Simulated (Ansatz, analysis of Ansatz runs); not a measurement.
# Migration in MgB2C2 (Pnnm): Mg_i hop between interstitial places, charge +2

How high is the barrier when Mg changes place in MgB2C2 (Pnnm)? The case: Mg_i hop between interstitial places, charge +2, in a cell of 60 host atoms with 1 Mg put in.

Program: Ansatz 0.2.0. Level of theory: plane-wave PAW DFT, PBEsol; nudged elastic band between two relaxed defect structures at fixed charge in a uniform background. Results are calculated unless marked as measured.

### 1. Set-up

The cell holds 61 atoms: 13 Mg, 24 B and 24 C. Its edges and angles: a = 8.529 Å, b = 8.529 Å, c = 8.298 Å, α = 90.0°, β = 90.0°, γ = 65.6°. It derives from MgB2C2 (space group Pnnm). Nearest the centre at fractional (0.250, 0.750, 0.333): Mg61 at 1.14 Å, B31 at 1.73 Å, B29 at 1.73 Å, C39 at 2.24 Å, C37 at 2.24 Å, Mg24 at 2.31 Å, Mg23 at 2.31 Å, C14 at 2.48 Å. The cell carries charge +2.

The cell's shortest repeat is 8.3 Å.

### 2. Relaxation of the start point, charge +2

The ends come first: from an unrelaxed start the top is counted from too high an energy, and the barrier comes out too low. Small random displacements break the symmetry of the ideal sites, so that the defect can distort if it gains by it. The charge of +2 is set by the electron count, and a uniform background keeps the cell neutral.

qp2.start/input.yaml reads:

```yaml
crystal:
  lattice:
    - [4.61704896, 7.1710112, 0.0]
    - [-4.61704896, 7.1710112, 0.0]
    - [0.0, 0.0, 8.29768847]
  atoms:
    - { symbol: Mg, position: [0.0, 0.5, 0.16666667] }
    - { symbol: Mg, position: [0.5, 0.0, 0.16666667] }
    - { symbol: Mg, position: [0.0, 0.0, 0.0] }
    - { symbol: Mg, position: [0.5, 0.5, 0.0] }
    - { symbol: B, position: [0.30686491, 0.42274145, 0.16666667] }
    - { symbol: B, position: [0.80686491, 0.92274145, 0.16666667] }
    - { symbol: B, position: [0.19313509, 0.07725855, 0.16666667] }
    - { symbol: B, position: [0.69313509, 0.57725855, 0.16666667] }
    - { symbol: B, position: [0.42274145, 0.80686491, 0.0] }
    - { symbol: B, position: [0.92274145, 0.30686491, 0.0] }
    - { symbol: B, position: [0.07725855, 0.69313509, 0.0] }
    - { symbol: B, position: [0.57725855, 0.19313509, 0.0] }
    - { symbol: C, position: [0.00257364, 0.21824658, 0.16666667] }
    - { symbol: C, position: [0.50257364, 0.71824658, 0.16666667] }
    - { symbol: C, position: [0.49742636, 0.28175342, 0.16666667] }
    - { symbol: C, position: [0.99742636, 0.78175342, 0.16666667] }
    - { symbol: C, position: [0.21824658, 0.50257364, 0.0] }
    - { symbol: C, position: [0.71824658, 0.00257364, 0.0] }
    - { symbol: C, position: [0.28175342, 0.99742636, 0.0] }
    - { symbol: C, position: [0.78175342, 0.49742636, 0.0] }
    - { symbol: Mg, position: [0.0, 0.5, 0.5] }
    - { symbol: Mg, position: [0.5, 0.0, 0.5] }
    - { symbol: Mg, position: [0.0, 0.0, 0.33333333] }
    - { symbol: Mg, position: [0.5, 0.5, 0.33333333] }
    - { symbol: B, position: [0.30686491, 0.42274145, 0.5] }
    - { symbol: B, position: [0.80686491, 0.92274145, 0.5] }
    - { symbol: B, position: [0.19313509, 0.07725855, 0.5] }
    - { symbol: B, position: [0.69313509, 0.57725855, 0.5] }
    - { symbol: B, position: [0.42274145, 0.80686491, 0.33333333] }
    - { symbol: B, position: [0.92274145, 0.30686491, 0.33333333] }
    - { symbol: B, position: [0.07725855, 0.69313509, 0.33333333] }
    - { symbol: B, position: [0.57725855, 0.19313509, 0.33333333] }
    - { symbol: C, position: [0.00257364, 0.21824658, 0.5] }
    - { symbol: C, position: [0.50257364, 0.71824658, 0.5] }
    - { symbol: C, position: [0.49742636, 0.28175342, 0.5] }
    - { symbol: C, position: [0.99742636, 0.78175342, 0.5] }
    - { symbol: C, position: [0.21824658, 0.50257364, 0.33333333] }
    - { symbol: C, position: [0.71824658, 0.00257364, 0.33333333] }
    - { symbol: C, position: [0.28175342, 0.99742636, 0.33333333] }
    - { symbol: C, position: [0.78175342, 0.49742636, 0.33333333] }
    - { symbol: Mg, position: [0.0, 0.5, 0.83333333] }
    - { symbol: Mg, position: [0.5, 0.0, 0.83333333] }
    - { symbol: Mg, position: [0.0, 0.0, 0.66666667] }
    - { symbol: Mg, position: [0.5, 0.5, 0.66666667] }
    - { symbol: B, position: [0.30686491, 0.42274145, 0.83333333] }
    - { symbol: B, position: [0.80686491, 0.92274145, 0.83333333] }
    - { symbol: B, position: [0.19313509, 0.07725855, 0.83333333] }
    - { symbol: B, position: [0.69313509, 0.57725855, 0.83333333] }
    - { symbol: B, position: [0.42274145, 0.80686491, 0.66666667] }
    - { symbol: B, position: [0.92274145, 0.30686491, 0.66666667] }
    - { symbol: B, position: [0.07725855, 0.69313509, 0.66666667] }
    - { symbol: B, position: [0.57725855, 0.19313509, 0.66666667] }
    - { symbol: C, position: [0.00257364, 0.21824658, 0.83333333] }
    - { symbol: C, position: [0.50257364, 0.71824658, 0.83333333] }
    - { symbol: C, position: [0.49742636, 0.28175342, 0.83333333] }
    - { symbol: C, position: [0.99742636, 0.78175342, 0.83333333] }
    - { symbol: C, position: [0.21824658, 0.50257364, 0.66666667] }
    - { symbol: C, position: [0.71824658, 0.00257364, 0.66666667] }
    - { symbol: C, position: [0.28175342, 0.99742636, 0.66666667] }
    - { symbol: C, position: [0.78175342, 0.49742636, 0.66666667] }
    - { symbol: Mg, position: [0.25, 0.75, 0.196341] }
total_charge: 2
basis:
  ecutwfc: 420
  xc_grid: 2
hamiltonian:
  xc: pbesol
kpoints:
  mp_grid: { grid: [1, 1, 1], shift: [0.25, 0.25, 0.25] }
scf:
  occupations: { method: fixed }
  max_iter: 60
output:
  forces: true
relax:
  f_tol: 0.02
  max_steps: 70
  random_displacement: { amplitude: 0.03, seed: 8041 }
```

Launch:

```bash
> ansatz run input.yaml --threads 4 --pin off --max-ram 7536MiB --backend cpu --events-out ev --progress --plain --runs-dir out
```

Numbers of over 12 decimals in the logs are rounded to 6 here.

Log:

```text
[... repeated set-up lines and file paths are left out, and long positions are rounded to six places ...]
The last accepted step is kept in <dir> (removed where the run ends without a failure and the disk answers)
Engine: ansatz 0.2.0, x86_64-unknown-linux-gnu
Pseudopotentials: kind: paw
Pseudopotential: Mg, paw, valence charge 10, recommended cutoff 420 eV (normal), Mg.paw.azcp
Pseudopotential: B, paw, valence charge 3, recommended cutoff 420 eV (normal), B.paw.azcp
Pseudopotential: C, paw, valence charge 4, recommended cutoff 420 eV (normal), C.paw.azcp
Functional definition: PBEsol
  exchange = pbesol_x
  correlation = pbesol_c
Crystal: 61 atoms, lattice volume = 549.455 Å³
Basis set: ecut = 420 eV, 10723 PW (Γ), exchange–correlation on 120×120×120 points (8 copies of the dense FFT grid, shifted against one another)
Bands: 209, of which v1, the nominal top of the filled ones, is band 148 counted from 1 (147 counted from 0)
Symmetry: 1 space group operations
k-points: 1
Non-local potential: Mg, projectors of the file, l = 0: 3, l = 1: 2, l = 2: 1
Non-local potential: B, projectors of the file, l = 0: 2, l = 1: 2, l = 2: 1
Non-local potential: C, projectors of the file, l = 0: 2, l = 1: 2, l = 2: 1
PAW form: soft (Blöchl's): semilocal exchange-correlation on the pseudo side does not see the compensation charge
PAW frozen core: Mg, regenerated for the run's functional, and the local potential with it (the file was generated under x = pbe(κ = 0.804, μ = 0.219515), c = pbe(β = 0.066725))
PAW frozen core: B, regenerated for the run's functional, and the local potential with it (the file was generated under x = pbe(κ = 0.804, μ = 0.219515), c = pbe(β = 0.066725))
PAW frozen core: C, regenerated for the run's functional, and the local potential with it (the file was generated under x = pbe(κ = 0.804, μ = 0.219515), c = pbe(β = 0.066725))
PAW one-centre angular grid: Mg, 110 points (default); XC on 64 Gauss nodes
PAW one-centre angular grid: B, 110 points (default); XC on 64 Gauss nodes
PAW one-centre angular grid: C, 110 points (default); XC on 64 Gauss nodes
Initial density: superposition of atomic densities (neutral atoms scaled as one to the charged cell's electrons: chi_scale 0, normalization atom), corrected by the library's trained network
Initial wavefunctions: pseudopotential atomic-orbital guess
Functional: x = pbesol(κ = 0.804, μ = 0.123457), c = pbesol(β = 0.046)
SCF iter   1: F=—  HF=-34465.730632 eV  |F-HF|=—  |Δ(HF+E_count)|=         —  Δρ=1.42e-2  dr2=1.09e0  ethr=1.77e-3  ⟨swp⟩=5.0  Hψ=645  notcnv=0  defer=57
preconditioner: auto → Resta (q_TF=auto, 2.461 Å⁻¹)  ε∞=4.2  [insulator: Δε(μ)=1.359 eV  Ē_g=12.323 eV  n_scr=148 (ndim 8)  ℏωp=22.0 eV  f_vac=0.006  ε∞_Penn≈4.2]
SCF iter   2: F=—  HF=-34465.398011 eV  |F-HF|=—  |Δ(HF+E_count)|=   3.33e-1  Δρ=7.08e-3  dr2=3.12e-1  ethr=3.69e-4  ⟨swp⟩=3.0  Hψ=354  notcnv=0  defer=59
SCF iter   3: F=—  HF=-34465.270545 eV  |F-HF|=—  |Δ(HF+E_count)|=   1.27e-1  Δρ=1.35e-3  dr2=1.58e-2  ethr=1.05e-4  ⟨swp⟩=2.0  Hψ=249  notcnv=0  defer=40
automatic band count: iteration 3 solves 190 bands in place of 209: the levels show a gap, and the empty bands left out lie too high to hold charge; the band table lists the bands solved (type scf.n_extra_bands for more)
SCF iter   4: F=—  HF=-34465.265431 eV  |F-HF|=—  |Δ(HF+E_count)|=   5.11e-3  Δρ=3.90e-4  dr2=1.20e-3  ethr=5.33e-6  ⟨swp⟩=2.0  Hψ=251  notcnv=0  defer=40
SCF iter   5: F=—  HF=-34465.265214 eV  |F-HF|=—  |Δ(HF+E_count)|=   2.17e-4  Δρ=1.54e-4  dr2=1.19e-4  ethr=4.05e-7  ⟨swp⟩=2.0  Hψ=321  notcnv=0  defer=40
SCF iter   6: F=-34465.265229 eV  HF=-34465.265227 eV  |F-HF|=2.19e-6  |Δ(HF+E_count)|=   1.37e-5  Δρ=3.31e-5  dr2=7.96e-6  ethr=3.38e-9  ⟨swp⟩=3.0  Hψ=692  notcnv=0
SCF 1 converged in 6 iterations: F = -34465.265229 eV  dr2 = 7.96e-6
  greatest PAW one-centre occupation: 1.000 electrons in one spin orbital (limit 2), on the Mg atom at site 60 (counted from 0), in its partial waves of l = 1
relax step   1: F+E_penalty+E_count = -34465.26522948 eV  Δ(F+E_penalty+E_count) = +0.000e0 eV  max|allowed force component| = 2.250e0 eV/Å  Δτ_max = 0.0000 Å  (6 SCF iters, dr2 threshold 1.00e-5 eV, accepted)
[... the SCF cycles and remarks between the steps are left out from here to the last step ...]
relax step   2: F+E_penalty+E_count = -34466.71166678 eV  Δ(F+E_penalty+E_count) = -1.446e0 eV  max|allowed force component| = 1.148e0 eV/Å  Δτ_max = 0.1397 Å  (5 SCF iters, dr2 threshold 1.00e-4 eV, accepted)
relax step   3: F+E_penalty+E_count = -34467.24712946 eV  Δ(F+E_penalty+E_count) = -5.355e-1 eV  max|allowed force component| = 1.310e-1 eV/Å  Δτ_max = 0.2000 Å  (5 SCF iters, dr2 threshold 8.24e-5 eV, accepted)
relax step   4: F+E_penalty+E_count = -34467.25942619 eV  Δ(F+E_penalty+E_count) = -1.230e-2 eV  max|allowed force component| = 8.369e-2 eV/Å  Δτ_max = 0.0293 Å  (6 SCF iters, dr2 threshold 1.07e-6 eV, accepted)
relax step   5: F+E_penalty+E_count = -34467.26255544 eV  Δ(F+E_penalty+E_count) = -3.129e-3 eV  max|allowed force component| = 9.721e-3 eV/Å  Δτ_max = 0.0098 Å  (5 SCF iters, dr2 threshold 4.38e-7 eV, accepted)
iter 1 solved again at ethr=5.17e-11 eV; its pass at ethr=3.10e-3 eV (dr2=1.53e-7 eV) is discarded
SCF iter   1: F=—  HF=-34467.262675 eV  |F-HF|=—  |Δ(HF+E_count)|=         —  Δρ=4.02e-6  dr2=1.53e-7  ethr=5.17e-11  ⟨swp⟩=1.0  Hψ=404  notcnv=0  defer=37
automatic band count: iteration 1 solves 190 bands in place of 209: the levels show a gap, and the empty bands left out lie too high to hold charge; the band table lists the bands solved (type scf.n_extra_bands for more)
SCF iter   2: F=—  HF=-34467.262555 eV  |F-HF|=—  |Δ(HF+E_count)|=   1.19e-4  Δρ=2.32e-6  dr2=4.22e-8  ethr=3.38e-11  ⟨swp⟩=2.0  Hψ=631  notcnv=0
SCF iter   3: F=-34467.262555 eV  HF=-34467.262555 eV  |F-HF|=1.35e-9  |Δ(HF+E_count)|=   1.21e-8  Δρ=8.70e-7  dr2=6.78e-9  ethr=1.43e-11  ⟨swp⟩=2.0  Hψ=551  notcnv=0
SCF 6 converged in 3 iterations: F = -34467.262555 eV  dr2 = 6.78e-9
relax step   6: F+E_penalty+E_count = -34467.26255549 eV  Δ(F+E_penalty+E_count) = -5.455e-8 eV  max|allowed force component| = 9.695e-3 eV/Å  Δτ_max = 0.0000 Å  (3 SCF iters, accepted)
SCF converged after 3 iterations
Free energy (F): -34467.262555 eV
Harris-Foulkes:  -34467.262555 eV  (|F-HF|=1.35e-9)
Internal energy: -34467.262555 eV  (E = F + TS)
E sigma→0 (E₀):  -34467.262555 eV
Fermi energy:    8.163722 eV
--- Per-component energies (eV) ---
  E_band       = -3887.539940
  E_kinetic    = 4337.712014
  E_local      = -23960.275198  (includes V_loc(G=0)·N_el)
  E_nonlocal   = 2170.226063
  E_hartree    = 8477.600307
  E_xc         = -2294.382131
  E_vxc        = -2834.165680  (∫ρ·V_xc dr)
  E_paw        = -7745.391010  (= ΣΔE_a)
  E_vpaw       = -556.234364  (= ΣTr[D̂ρ^β])
  E_aug_tail   = 0.000116  (compensation charges beyond the density's cutoff)
  E_ewald      = -15454.377399
  E_core_change = 1.624684  (= ΣΔE_core)
  E_smearing   = -0.000000  (= −TS)
  E_closure    = -0.000000  (closes the sum)
  E_deformation_potential = 34.090225  (in the stress; not in F)
  Σ components = -34467.262555   (vs F -34467.262555, Δ=0.00e0)
--- Forces (eV/Å), atoms counted from 1 ---
  atom   1  Mg     0.00268748     0.00824113     0.00029305
  atom   2  Mg    -0.00172304    -0.00498062     0.00213887
  [... 11 atoms left out ...]
  atom  14  C      0.00414766    -0.00735137    -0.00122290
  [... 1 atom left out ...]
  atom  16  C     -0.00811247     0.00742297    -0.00386473
  [... 6 atoms left out ...]
  atom  23  Mg     0.00142298     0.00942178    -0.00212602
  atom  24  Mg    -0.00205875    -0.00707099     0.00019647
  [... 4 atoms left out ...]
  atom  29  B     -0.00282467    -0.00070347     0.00733590
  [... 1 atom left out ...]
  atom  31  B      0.00389704     0.00269819     0.00619399
  [... 2 atoms left out ...]
  atom  34  C      0.00581380    -0.00139692     0.00268666
  [... 2 atoms left out ...]
  atom  37  C     -0.00204302    -0.00846235     0.00103516
  [... 1 atom left out ...]
  atom  39  C      0.00283322     0.00386127    -0.00452140
  [... 21 atoms left out ...]
  atom  61  Mg     0.00081960    -0.00366065    -0.00055856
  max |Σ_I F_I| component: 4.85e-6 eV/Å
--- Relaxed structure (6 steps of the walk, 6 accepted, 0 SCFs on fresh bases) ---
  F+E_penalty+E_count = -34467.26255549 eV   max|allowed force component| = 9.695e-3 eV/Å
  atoms:
    - { symbol: Mg, position: [0.013489, 0.490494, 0.167103] }
    - { symbol: Mg, position: [0.487087, 0.009272, 0.166689] }
    [... 11 atoms left out ...]
    - { symbol: C, position: [0.514783, 0.712057, 0.166971] }
    [... 1 atom left out ...]
    - { symbol: C, position: [0.985835, 0.787712, 0.166878] }
    [... 6 atoms left out ...]
    - { symbol: Mg, position: [-0.036600, 0.019553, 0.337737] }
    - { symbol: Mg, position: [0.537103, 0.480224, 0.337324] }
    [... 4 atoms left out ...]
    - { symbol: B, position: [0.437214, 0.800988, 0.337641] }
    [... 1 atom left out ...]
    - { symbol: B, position: [0.063501, 0.698859, 0.337805] }
    [... 2 atoms left out ...]
    - { symbol: C, position: [0.514107, 0.715692, 0.501543] }
    [... 2 atoms left out ...]
    - { symbol: C, position: [0.223205, 0.516378, 0.332662] }
    [... 1 atom left out ...]
    - { symbol: C, position: [0.277363, 0.983326, 0.332743] }
    [... 21 atoms left out ...]
    - { symbol: Mg, position: [0.250293, 0.749971, 0.166975] }
```

It took 15 s on 4 threads of Intel Xeon Platinum 8488C (Sapphire Rapids), shared host; peak memory 0.92 GiB; 53 s of CPU time.

The steps of the relaxation:

```
step  energy less that of the first step (eV)  largest force component (eV/Å)
   1                                   0.0000                          2.2495
   2                                  -1.4464                          1.1480
   3                                  -1.9819                          0.1310
   4                                  -1.9942                          0.0837
   5                                  -1.9973                          0.0097
   6                                  -1.9973                          0.0097
```

The atoms that moved most (Å, from the sites as typed, ahead of the random displacement, the mean shift of all atoms taken out):

```
atom      dx      dy      dz  length
Mg23  -0.261  -0.124   0.038   0.291
Mg24   0.261   0.123   0.035   0.290
 Mg4   0.261   0.123  -0.030   0.290
 Mg3  -0.261  -0.123  -0.027   0.289
Mg61   0.000   0.001  -0.242   0.242
 C38  -0.045  -0.136   0.008   0.144
 C20   0.045   0.136   0.000   0.143
 C40   0.046   0.135   0.008   0.142
```

Neighbours of Mg61 at the end:

```
atom  distance (Å)
 C14         2.142
 C16         2.142
 B29         2.304
  B9         2.305
 B31         2.305
 B11         2.305
 C39         2.507
 C19         2.508
 C37         2.509
 C17         2.509
  B7         2.524
  B5         2.525
```

Read from the output:

| Quantity | Value |
| --- | --- |
| free energy | -34467.2626 eV |
| largest move from the ideal geometry of this structure, a common shift of the far atoms taken out | 0.2910 Å |

The relaxation gained 1.997 eV and ended with a largest force component of 0.0097 eV/Å.

[end of part 1 of 4]

[Logs are printed without paths, hosts, clocks, repeated set-up lines and the standing remarks that a program may print on its own settings, such as how far it seeks lower states.]

[Hosts, paths, dates, database ids (printed as entryN), source tags and the programs' standing remarks are cut or masked in the printed files.]
